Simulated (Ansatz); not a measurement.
# Be2Al (built on the sites of a database entry of Be2B): a soft mode frozen in, part 2 of 3

Aim: this structure of Be2Al (built on the sites of a database entry of Be2B) is to be tested for unstable modes, and one is followed downhill.

Ansatz 0.2.0; DFT PBEsol, scalar-relativistic, plane waves, PAW.

So far, highest frequency on the path or at a solved wavevector (cm⁻¹): step 2 (the dispersion) 486. Also lowest frequency on the path (cm⁻¹): step 2 -206.

The structure was built from a prototype and need not be the compound's stable phase.

### Step 5. Energy along the mode, all amplitudes (two of the runs are shown above)

An imaginary frequency means negative curvature, so the energy should fall and then rise again as anharmonic terms take over.

Numbers from this step:

```
depth at the lowest point sampled  : 18.08 meV/atom
largest atomic shift at that point : 0.22 Å
```

Energy from the parent against largest atomic shift:

| largest atomic shift (Å) | energy from the parent (meV/atom) |
| --- | --- |
| 0.000 | 0 |
| 0.040 | -0.943 |
| 0.080 | -3.63 |
| 0.140 | -9.91 |
| 0.220 | -18.1 |
| 0.320 | -12.1 |
| 0.450 | 80.9 |

Displacement at unit largest shift by atom:

| atom | x (Å) | y (Å) | z (Å) | size |
| --- | --- | --- | --- | --- |
| Be1 | 0.00 | 0.97 | -0.23 | 1.00 |
| Be2 | 0.00 | -0.97 | 0.23 | 1.00 |
| Be3 | 0.00 | 0.97 | -0.23 | 1.00 |
| Be4 | 0.00 | -0.97 | 0.23 | 1.00 |
| Al5 | 0.00 | -0.18 | 0.76 | 0.78 |
| Al6 | 0.00 | 0.18 | -0.76 | 0.78 |

The lowest of the steps tried is at 0.22 Å, 18.1 meV/atom below the parent; the bottom of the well need not coincide with a step.

### Step 6. Relaxation from the frozen mode

Starting from the lowest point found, all atoms and the cell are let go, so that strain and other modes of the same symmetry can join in.

Input file input.yaml:

```yaml
crystal:
  lattice:
    - [0.0, -2.72517104, -2.72517104]
    - [0.0, 2.72517104, -2.72517104]
    - [5.45034208, 0.0, 0.0]
  atoms:
    - { symbol: Be, position: [-0.0301278872, 0.5484859389, 0.75] }
    - { symbol: Be, position: [0.5301278872, -0.0484859389, 0.25] }
    - { symbol: Be, position: [-0.0301278872, 0.5484859389, 0.25] }
    - { symbol: Be, position: [0.5301278872, -0.0484859389, 0.75] }
    - { symbol: Al, position: [0.4765790044, 0.4623077132, 0.5] }
    - { symbol: Al, position: [0.0234209956, 0.0376922868, 0.0] }
kpoints:
  mp_grid: { grid: [8, 8, 6] }
hamiltonian:
  xc: pbesol
scf:
  occupations: { method: methfessel_paxton, width: 0.15 }
output:
  forces: true
  stress: true
  eigenvalues: true
relax:
  adjacent_minimum: "off"
  f_tol: 0.002
  max_steps: 120
  cell: { stress_tol: 0.03 }
```

On the command line:

```bash
ansatz run input.yaml --threads 4 --pin off --max-ram 7168MiB --backend cpu --events-out ev --progress --plain --runs-dir out
```

Numbers of over 12 decimals in the logs are rounded to 6 here.

What it wrote:

```text
[...]
Crystal: 6 atoms, lattice volume = 80.955 Å³
Basis set: ecut = 420 eV, 1539 PW (Γ), exchange–correlation on 54×54×80 points (8 copies of the dense FFT grid, shifted against one another)
Bands: 13, of which v1, the nominal top of the filled ones, is band 7 counted from 1 (6 counted from 0)
Symmetry: 4 space group operations
[...]
k-points: 136 of 384
[...]
SCF iter   1: F=—  HF=-1407.030428 eV  |F-HF|=—  |Δ(HF+E_count)|=         —  Δρ=2.69e-3  dr2=8.72e-3  ethr=1.77e-3  ⟨swp⟩=6.3  Hψ=12762  notcnv=0
[...]
SCF iter   6: F=-1407.028328 eV  HF=-1407.028328 eV  |F-HF|=5.61e-9  |Δ(HF+E_count)|=   1.03e-8  S|Δr|=    0.00e0  Δρ=2.26e-6  dr2=8.59e-9  ethr=7.14e-10  ⟨swp⟩=7.7  Hψ=9114  notcnv=0
SCF 1 converged in 6 iterations: F = -1407.028328 eV  dr2 = 8.59e-9
[...]
relax step   1: F+E_penalty+E_count = -1407.02832765 eV  Δ(F+E_penalty+E_count) = +0.000e0 eV  max|allowed force component| = 4.425e-1 eV/Å  Δτ_max = 0.0000 Å  P = -0.225 GPa  Ω = 80.955 Å³  (6 SCF iters, dr2 threshold 1.00e-7 eV, accepted)
Crystal: 6 atoms, lattice volume = 79.569 Å³
Basis set: ecut = 420 eV, 1549 PW (Γ), exchange–correlation on 54×54×80 points (8 copies of the dense FFT grid, shifted against one another)
[...]
iter 1 solved again at ethr=1.07e-4 eV; its pass at ethr=3.10e-3 eV (dr2=1.50e-2 eV) is discarded
[...]
SCF iter   5: F=-1407.279569 eV  HF=-1407.279569 eV  |F-HF|=2.67e-9  |Δ(HF+E_count)|=   8.30e-8  S|Δr|=    0.00e0  Δρ=7.41e-6  dr2=7.41e-8  ethr=4.29e-9  ⟨swp⟩=5.3  Hψ=8710  notcnv=0
SCF 2 converged in 5 iterations: F = -1407.279569 eV  dr2 = 7.41e-8
[...]
relax step   2: F+E_penalty+E_count = -1407.27956917 eV  Δ(F+E_penalty+E_count) = -2.512e-1 eV  max|allowed force component| = 5.507e-1 eV/Å  Δτ_max = 0.0867 Å  P = -0.152 GPa  Ω = 79.569 Å³  energy of the carried Pulay correction = +2.740e-4 eV  (5 SCF iters, dr2 threshold 6.00e-7 eV, accepted)
Crystal: 6 atoms, lattice volume = 77.264 Å³
Basis set: ecut = 420 eV, 1521 PW (Γ), exchange–correlation on 54×54×80 points (8 copies of the dense FFT grid, shifted against one another)
[...]
SCF iter   5: F=-1407.688644 eV  HF=-1407.688644 eV  |F-HF|=3.28e-9  |Δ(HF+E_count)|=   1.24e-7  S|Δr|=    0.00e0  Δρ=1.04e-5  dr2=1.25e-7  ethr=4.29e-9  ⟨swp⟩=5.8  Hψ=9201  notcnv=0
SCF 3 converged in 5 iterations: F = -1407.688644 eV  dr2 = 1.25e-7
[...]
relax step   3: F+E_penalty+E_count = -1407.68864386 eV  Δ(F+E_penalty+E_count) = -4.091e-1 eV  max|allowed force component| = 8.052e-1 eV/Å  Δτ_max = 0.1313 Å  P = -0.364 GPa  Ω = 77.264 Å³  energy of the carried Pulay correction = +7.404e-4 eV  (5 SCF iters, dr2 threshold 6.00e-7 eV, accepted)
[... from here on, the SCF cycles and remarks between the steps are left out ...]
relax step   4: F+E_penalty+E_count = -1408.03577514 eV  Δ(F+E_penalty+E_count) = -3.471e-1 eV  max|allowed force component| = 6.001e-1 eV/Å  Δτ_max = 0.1786 Å  P = +0.174 GPa  Ω = 73.351 Å³  energy of the carried Pulay correction = +1.564e-3 eV  (5 SCF iters, dr2 threshold 6.00e-7 eV, accepted)
relax step   5: F+E_penalty+E_count = -1408.08096044 eV  Δ(F+E_penalty+E_count) = -4.519e-2 eV  max|allowed force component| = 1.322e-1 eV/Å  Δτ_max = 0.1385 Å  P = +1.065 GPa  Ω = 71.624 Å³  energy of the carried Pulay correction = +1.941e-3 eV  (5 SCF iters, dr2 threshold 6.00e-7 eV, accepted)
relax step   6: F+E_penalty+E_count = -1408.09134567 eV  Δ(F+E_penalty+E_count) = -1.039e-2 eV  max|allowed force component| = 9.419e-2 eV/Å  Δτ_max = 0.0326 Å  P = -0.587 GPa  Ω = 73.415 Å³  energy of the carried Pulay correction = +1.550e-3 eV  (5 SCF iters, dr2 threshold 6.00e-7 eV, accepted)
relax step   7: F+E_penalty+E_count = -1408.11054807 eV  Δ(F+E_penalty+E_count) = -1.920e-2 eV  max|allowed force component| = 6.008e-2 eV/Å  Δτ_max = 0.0364 Å  P = -0.145 GPa  Ω = 73.249 Å³  energy of the carried Pulay correction = +1.586e-3 eV  (5 SCF iters, dr2 threshold 6.00e-7 eV, accepted)
relax step   8: F+E_penalty+E_count = -1408.14152307 eV  Δ(F+E_penalty+E_count) = -3.098e-2 eV  max|allowed force component| = 9.757e-2 eV/Å  Δτ_max = 0.0345 Å  P = -0.399 GPa  Ω = 73.667 Å³  energy of the carried Pulay correction = +1.496e-3 eV  (5 SCF iters, dr2 threshold 6.00e-7 eV, accepted)
relax step   9: F+E_penalty+E_count = -1408.19986044 eV  Δ(F+E_penalty+E_count) = -5.834e-2 eV  max|allowed force component| = 1.535e-1 eV/Å  Δτ_max = 0.0494 Å  P = -0.625 GPa  Ω = 73.923 Å³  energy of the carried Pulay correction = +1.441e-3 eV  (5 SCF iters, dr2 threshold 6.00e-7 eV, accepted)
relax step  10: F+E_penalty+E_count = -1408.29319706 eV  Δ(F+E_penalty+E_count) = -9.334e-2 eV  max|allowed force component| = 2.055e-1 eV/Å  Δτ_max = 0.0679 Å  P = -1.050 GPa  Ω = 73.916 Å³  energy of the carried Pulay correction = +1.443e-3 eV  (5 SCF iters, dr2 threshold 6.00e-7 eV, accepted)
relax step  11: F+E_penalty+E_count = -1408.39054632 eV  Δ(F+E_penalty+E_count) = -9.735e-2 eV  max|allowed force component| = 2.128e-1 eV/Å  Δτ_max = 0.0789 Å  P = -1.078 GPa  Ω = 73.253 Å³  energy of the carried Pulay correction = +1.585e-3 eV  (5 SCF iters, dr2 threshold 6.00e-7 eV, accepted)
relax step  12: F+E_penalty+E_count = -1408.46857952 eV  Δ(F+E_penalty+E_count) = -7.803e-2 eV  max|allowed force component| = 1.964e-1 eV/Å  Δτ_max = 0.1781 Å  P = +0.092 GPa  Ω = 70.464 Å³  energy of the carried Pulay correction = +2.199e-3 eV  (5 SCF iters, dr2 threshold 6.00e-7 eV, accepted)
relax step  13: F+E_penalty+E_count = -1408.48225329 eV  Δ(F+E_penalty+E_count) = -1.367e-2 eV  max|allowed force component| = 1.832e-1 eV/Å  Δτ_max = 0.0330 Å  P = +0.368 GPa  Ω = 70.700 Å³  energy of the carried Pulay correction = +2.147e-3 eV  (5 SCF iters, dr2 threshold 6.00e-7 eV, accepted)
relax step  14: F+E_penalty+E_count = -1408.49703281 eV  Δ(F+E_penalty+E_count) = -1.478e-2 eV  max|allowed force component| = 2.225e-2 eV/Å  Δτ_max = 0.0173 Å  P = +0.084 GPa  Ω = 70.659 Å³  energy of the carried Pulay correction = +2.156e-3 eV  (5 SCF iters, dr2 threshold 6.00e-7 eV, accepted)
relax step  15: F+E_penalty+E_count = -1408.49718481 eV  Δ(F+E_penalty+E_count) = -1.520e-4 eV  max|allowed force component| = 9.696e-3 eV/Å  Δτ_max = 0.0048 Å  P = +0.062 GPa  Ω = 70.738 Å³  energy of the carried Pulay correction = +2.138e-3 eV  (3 SCF iters, dr2 threshold 8.88e-8 eV, accepted)
relax step  16: F+E_penalty+E_count = -1408.49721870 eV  Δ(F+E_penalty+E_count) = -3.389e-5 eV  max|allowed force component| = 7.809e-4 eV/Å  Δτ_max = 0.0013 Å  P = +0.021 GPa  Ω = 70.754 Å³  energy of the carried Pulay correction = +2.134e-3 eV  (3 SCF iters, dr2 threshold 5.46e-8 eV, accepted)
relax step  17: F+E_penalty+E_count = -1408.50163124 eV  Δ(F+E_penalty+E_count) = -4.413e-3 eV  max|allowed force component| = 1.331e-3 eV/Å  Δτ_max = 0.0000 Å  P = +0.083 GPa  Ω = 70.754 Å³  stress off target by 2.24e-1 GPa  SCF on the basis re-selected at this cell (its energy is not comparable with the rows above)  (5 SCF iters)
relax step  18: F+E_penalty+E_count = -1408.50165766 eV  Δ(F+E_penalty+E_count) = -2.642e-5 eV  max|allowed force component| = 4.891e-3 eV/Å  Δτ_max = 0.0004 Å  P = -0.004 GPa  Ω = 70.804 Å³  energy of the carried Pulay correction = -1.204e-5 eV  (3 SCF iters, dr2 threshold 1.26e-7 eV, accepted)
relax step  19: F+E_penalty+E_count = -1408.50166313 eV  Δ(F+E_penalty+E_count) = -5.479e-6 eV  max|allowed force component| = 1.851e-4 eV/Å  Δτ_max = 0.0005 Å  P = +0.001 GPa  Ω = 70.801 Å³  energy of the carried Pulay correction = -1.123e-5 eV  (4 SCF iters, dr2 threshold 1.50e-9 eV, accepted)
[...]
SCF iter   4: F=-1408.501673 eV  HF=-1408.501673 eV  |F-HF|=0.00e0  |Δ(HF+E_count)|=  8.19e-12  S|Δr|=    0.00e0  Δρ=1.01e-7  dr2=4.48e-12  ethr=1.00e-12  ⟨swp⟩=3.9  Hψ=7664  notcnv=0
SCF 20 converged in 4 iterations: F = -1408.501673 eV  dr2 = 4.48e-12
relax step  20: F+E_penalty+E_count = -1408.50167340 eV  Δ(F+E_penalty+E_count) = -1.027e-5 eV  max|allowed force component| = 1.834e-4 eV/Å  Δτ_max = 0.0000 Å  P = +0.002 GPa  Ω = 70.801 Å³  stress off target by 5.83e-3 GPa  SCF on the basis re-selected at this cell (its energy is not comparable with the rows above)  (4 SCF iters)
[...]
SCF converged after 4 iterations
[...]
Free energy (F): -1408.501673 eV
[...]
Internal energy: -1408.502711 eV  (E = F + TS)
E sigma→0 (E₀):  -1408.501933 eV
Entropy (-TS):   0.001038 eV (0.173 meV/atom)
Fermi energy:    6.685658 eV
[...]
--- Forces (eV/Å), atoms counted from 1 ---
  atom   1  Be    -0.00010721    -0.00009312     0.00011763
  atom   2  Be    -0.00010721     0.00009312    -0.00011763
  atom   3  Be     0.00010721    -0.00009312     0.00011763
  atom   4  Be     0.00010721     0.00009312    -0.00011763
  atom   5  Al     0.00000000    -0.00016190     0.00018340
  atom   6  Al     0.00000000     0.00016190    -0.00018340
  max |Σ_I F_I| component: 2.71e-20 eV/Å
--- Stress (GPa, compression-positive) ---
       -0.000750       0.000000       0.000000
        0.000000       0.003271       0.002735
        0.000000       0.002735       0.002910
  P = ⅓ Tr σ = 0.0018 GPa (0.018 kbar)
--- Band table (eV; the first three rows and the last of 136) ---
  k-point 0: bands = [... 3 lower, 3.2380, 3.9209, 4.0926, 7.6855, 8.1601, 9.4407, 9.6993, 9.7267, ... 2 higher]
  k-point 1: bands = [... 3 lower, 3.1695, 4.1258, 5.4629, 7.1949, 7.8468, 8.4695, 8.6491, 9.7712, ... 2 higher]
  k-point 2: bands = [... 3 lower, 3.7131, 4.7364, 5.8113, 5.8944, 7.0871, 8.0286, 9.0678, 9.4825, ... 2 higher]
  k-point 135: bands = [... 3 lower, 1.9983, 2.1852, 2.1852, 2.7546, 2.7546, 13.3234, 13.3234, 13.7841, ... 2 higher]
--- Relaxed structure (18 steps of the walk, 18 accepted, 2 SCFs on fresh bases) ---
  F+E_penalty+E_count = -1408.50167340 eV   max|allowed force component| = 1.834e-4 eV/Å   (the final SCF, on the basis selected at the relaxed cell)
  cell:  # Å, volume = 70.8007 Å³
    - [0.0, -2.645558, -2.645568]
    - [0.0, 3.111295, -3.111305]
    - [4.300785, 0.0, 0.0]
  atoms:
    - { symbol: Be, position: [8.914689721972735e-7, 0.631689, 0.749905] }
    - { symbol: Be, position: [0.499999, -0.131689, 0.249905] }
    - { symbol: Be, position: [8.914689721972735e-7, 0.631689, 0.250095] }
    - { symbol: Be, position: [0.499999, -0.131689, 0.750095] }
    - { symbol: Al, position: [0.500002, 0.356191, 0.5] }
    - { symbol: Al, position: [-2.3152020004052476e-6, 0.143809, 0] }
```

Wall time 51 s (4 threads of Arm Neoverse V1, shared host); peak memory 0.47 GiB; 3.2 min of CPU time.

Step by step:

| step | energy less that of the first step (eV) | largest force component (eV/Å) | pressure (GPa) | volume (Å³) |
| --- | --- | --- | --- | --- |
| 1 | 0.0000 | 0.4425 | -0.22 | 80.95 |
| 2 | -0.2512 | 0.5507 | -0.15 | 79.57 |
| 3 | -0.6603 | 0.8052 | -0.36 | 77.26 |
| 4 | -1.0074 | 0.6001 | 0.17 | 73.35 |
| 5 | -1.0526 | 0.1322 | 1.06 | 71.62 |
| 6 | -1.0630 | 0.0942 | -0.59 | 73.41 |
| 7 | -1.0822 | 0.0601 | -0.14 | 73.25 |
| 8 | -1.1132 | 0.0976 | -0.40 | 73.67 |
| 9 | -1.1715 | 0.1535 | -0.62 | 73.92 |
| 10 | -1.2649 | 0.2055 | -1.05 | 73.92 |
| 11 | -1.3622 | 0.2128 | -1.08 | 73.25 |
| 12 | -1.4403 | 0.1964 | 0.09 | 70.46 |
| 13 | -1.4539 | 0.1832 | 0.37 | 70.70 |
| 14 | -1.4687 | 0.0222 | 0.08 | 70.66 |
| 15 | -1.4689 | 0.0097 | 0.06 | 70.74 |
| 16 | -1.4689 | 0.0008 | 0.02 | 70.75 |
| 17* | -1.4733 | 0.0013 | 0.08 | 70.75 |
| 18 | -1.4733 | 0.0049 | 0.00 | 70.80 |
| 19 | -1.4733 | 0.0002 | 0.00 | 70.80 |
| 20* | -1.4733 | 0.0002 | 0.00 | 70.80 |

Relaxation steps marked * repeat the geometry before them on a plane-wave basis chosen anew for their cell, so energy and pressure can jump there.

Forces are held to the 4 operations that the run works with; a distortion that breaks them can't arise in this run.

| cell as run | before | after | change |
| --- | --- | --- | --- |
| a (Å) | 3.854 | 3.741 | -2.9 % |
| b (Å) | 3.854 | 4.400 | +14.2 % |
| c (Å) | 5.450 | 4.301 | -21.1 % |
| volume (Å³/atom) | 13.49 | 11.80 | -12.5 % |

The atoms that moved most (Å, as changes of fractional coordinates times the final cell):

| atom | dx | dy | dz | length |
| --- | --- | --- | --- | --- |
| Al6 | 0.000 | 0.392 | -0.268 | 0.475 |
| Al5 | 0.000 | -0.392 | 0.268 | 0.475 |
| Be1 | 0.000 | 0.179 | -0.339 | 0.383 |
| Be2 | 0.000 | -0.179 | 0.339 | 0.383 |
| Be4 | 0.000 | -0.179 | 0.339 | 0.383 |
| Be3 | 0.000 | 0.179 | -0.339 | 0.383 |

The relaxed structure:

```xyz
6
Lattice="0.0000 -2.6456 -2.6456 0.0000 3.1113 -3.1113 4.3008 0.0000 0.0000" Properties=species:S:1:pos:R:3 pbc="T T T"
Be    3.2252    1.9654   -1.9654
Be    1.0748   -1.7325   -0.9131
Be    1.0756    1.9654   -1.9654
Be    3.2260   -1.7325   -0.9131
Al    2.1504   -0.2146   -2.4310
Al    0.0000    0.4474   -0.4474
```

This step gave:

```
pressure        : 0.001810 GPa
volume per atom : 11.80 Å³
```

The distorted start has space group P2_1/m; the relaxation ends in Pmmn.

### Step 7. The new phase in its own primitive cell

The relaxed structure is symmetrised, reduced to its primitive cell and relaxed tightly, as its phonons need.

Input file input.yaml:

```yaml
crystal:
  lattice:
    - [3.7413910897, 0.0, 0.0]
    - [0.0, 4.3007847965, 0.0]
    - [0.0, 0.0, 4.4000428685]
  atoms:
    - { symbol: Be, position: [0.5, 0.250094945, 0.1183106001] }
    - { symbol: Be, position: [0.0, 0.750094945, 0.8816893999] }
    - { symbol: Be, position: [0.5, 0.749905055, 0.1183106001] }
    - { symbol: Be, position: [0.0, 0.249905055, 0.8816893999] }
    - { symbol: Al, position: [0.0, 0.5, 0.393808925] }
    - { symbol: Al, position: [0.5, 0.0, 0.606191075] }
kpoints:
  mp_grid: { grid: [8, 8, 8] }
hamiltonian:
  xc: pbesol
scf:
  occupations: { method: methfessel_paxton, width: 0.15 }
output:
  forces: true
  stress: true
  eigenvalues: true
relax:
  adjacent_minimum: "off"
  f_tol: 0.001
  max_steps: 60
  cell: { stress_tol: 0.01 }
```

What it wrote:

```text
[...]
Crystal: 6 atoms, lattice volume = 70.801 Å³
Basis set: ecut = 420 eV, 1377 PW (Γ), exchange–correlation on 54×60×60 points (8 copies of the dense FFT grid, shifted against one another)
Bands: 13, of which v1, the nominal top of the filled ones, is band 7 counted from 1 (6 counted from 0)
Symmetry: 8 space group operations
[...]
k-points: 125 of 512
[...]
cell:  # Å, volume = 71.0808 Å³
    - [3.736861, 0, 0]
    - [0, 4.326818, 0]
    - [0, 0, 4.396191]
  atoms:
    - { symbol: Be, position: [0.500000, 0.250048, 0.119675] }
    - { symbol: Be, position: [0, 0.750048, 0.880325] }
    - { symbol: Be, position: [0.500000, 0.749952, 0.119675] }
    - { symbol: Be, position: [0, 0.249952, 0.880325] }
    - { symbol: Al, position: [0, 0.500000, 0.392466] }
    - { symbol: Al, position: [0.500000, 0, 0.607534] }
[key lines of the parts left out:]
SCF converged after 5 iterations
Free energy (F): -1408.507281 eV
Fermi energy:    6.665417 eV
P = ⅓ Tr σ = 0.0008 GPa (0.008 kbar)
```

Wall time 10 s (4 threads); peak memory 0.43 GiB; 38 s of CPU time.

The steps of the relaxation:

| step | energy less that of the first step (eV) | largest force component (eV/Å) | pressure (GPa) | volume (Å³) |
| --- | --- | --- | --- | --- |
| 1 | 0.0000 | 0.0343 | 0.19 | 70.80 |
| 2 | -0.0019 | 0.0205 | 0.16 | 70.94 |
| 3 | -0.0021 | 0.0033 | 0.03 | 71.06 |
| 4 | -0.0020 | 0.0004 | 0.00 | 71.08 |
| 5* | -0.0021 | 0.0005 | 0.00 | 71.08 |

Relaxation steps marked * repeat the geometry before them on a plane-wave basis chosen anew for their cell, so energy and pressure can jump there.

The run keeps the 8 symmetry operations that it works with, so distortions that break them were not tested.

| conventional cell, symmetrised | before | after | change |
| --- | --- | --- | --- |
| a (Å) | 3.741 | 3.737 | -0.1 % |
| b (Å) | 4.301 | 4.327 | +0.6 % |
| c (Å) | 4.400 | 4.396 | -0.1 % |
| volume (Å³/atom) | 11.80 | 11.85 | +0.4 % |

The relaxed structure:

```xyz
6
Lattice="3.7369 0.0000 0.0000 0.0000 4.3268 0.0000 0.0000 0.0000 4.3962" Properties=species:S:1:pos:R:3 pbc="T T T"
Be    1.8684    1.0819    0.5261
Be    0.0000    3.2453    3.8701
Be    1.8684    3.2449    0.5261
Be    0.0000    1.0815    3.8701
Al    0.0000    2.1634    1.7254
Al    1.8684    0.0000    2.6708
```

This step gave:

```
pressure        : 8.00e-4 GPa
volume per atom : 11.85 Å³
```

The largest force component left is 0.45 meV/Å and the pressure is 0.001 GPa, within the tolerances set. The cell now holds 11.85 Å³/atom.

[end of part 2 of 3]

[Logs are printed without paths, hosts, clocks, repeated set-up lines and the standing remarks that a program may print on its own settings, such as how far it seeks lower states.]

[Hosts, paths, dates, database ids (printed as entryN), source tags and the programs' standing remarks are cut or masked in the printed files.]
